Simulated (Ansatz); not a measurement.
Two G0W0 runs on KMgF3 (Pm-3m).

The structure is cubic, space group Pm-3m (No. 221). Conventional cell: a = 3.986 Å, b = 3.986 Å, c = 3.986 Å, α = 90.00°, β = 90.00°, γ = 90.00°. K has 12 F at 2.82 Å nearest. Nearest to Mg lie 6 F at 1.99 Å. F has 2 Mg at 1.99 Å and 4 K at 2.82 Å nearest. Farther neighbours and most contacts between anions are not listed.

```
K Mg F
1.0
     3.98590    0.00000    0.00000
     0.00000    3.98590    0.00000
     0.00000    0.00000    3.98590
K Mg F
1 1 3
Direct
  0.50000 0.50000 0.50000
  0.00000 0.00000 0.00000
  0.50000 0.00000 0.00000
  0.00000 0.50000 0.00000
  0.00000 0.00000 0.50000
```

The cell and positions come from the Crystallography Open Database and are kept as given unless a step says otherwise.

The first (Ansatz 0.2.0; start PBE, 4×4×4 mesh, 406 empty bands, screening to 200 eV, PAW set soft_1 files; 1 × NVIDIA H100 80GB HBM3 (shared by 6 runs) with 2 threads of AMD EPYC 7R13 (Zen 3), shared host) gave, on its mesh: starting gap 7.33 eV, G0W0 gap 11.34 eV, RPA ε∞ (mean) 2.01, 21 s.

The second gave: starting gap 7.33 eV, G0W0 gap 11.17 eV, RPA ε∞ (mean) 2.01, 16 s.

What was changed in the input? Choose among start, files, mesh, bands and cutoff, frequency model or another key.

Changed: empty bands from 406 to 189 and screening cutoff (eV) from 200.0 to 120. The starting gap stayed, which rules out the functional and points to the GW step. Other changes could give like numbers; this is the one that was made.

Limits: not at the basis limit; coarse k mesh.

[Paths, hosts, dates, memory and timing lines, banners, echoed tables and standing remarks are left out of the program output.]

[Logs are printed without paths, hosts, clocks, repeated set-up lines and the standing remarks that a program may print on its own settings, such as how far it seeks lower states.]

[Runs of the session that timed out or met a known fault of the program may be left out.]

[Cells called generated may have been cut or substituted from an entry of the Crystallography Open Database or the Materials Project.]

[Hosts, paths, dates, database ids (printed as entryN), source tags and the programs' standing remarks are cut or masked in the printed files.]
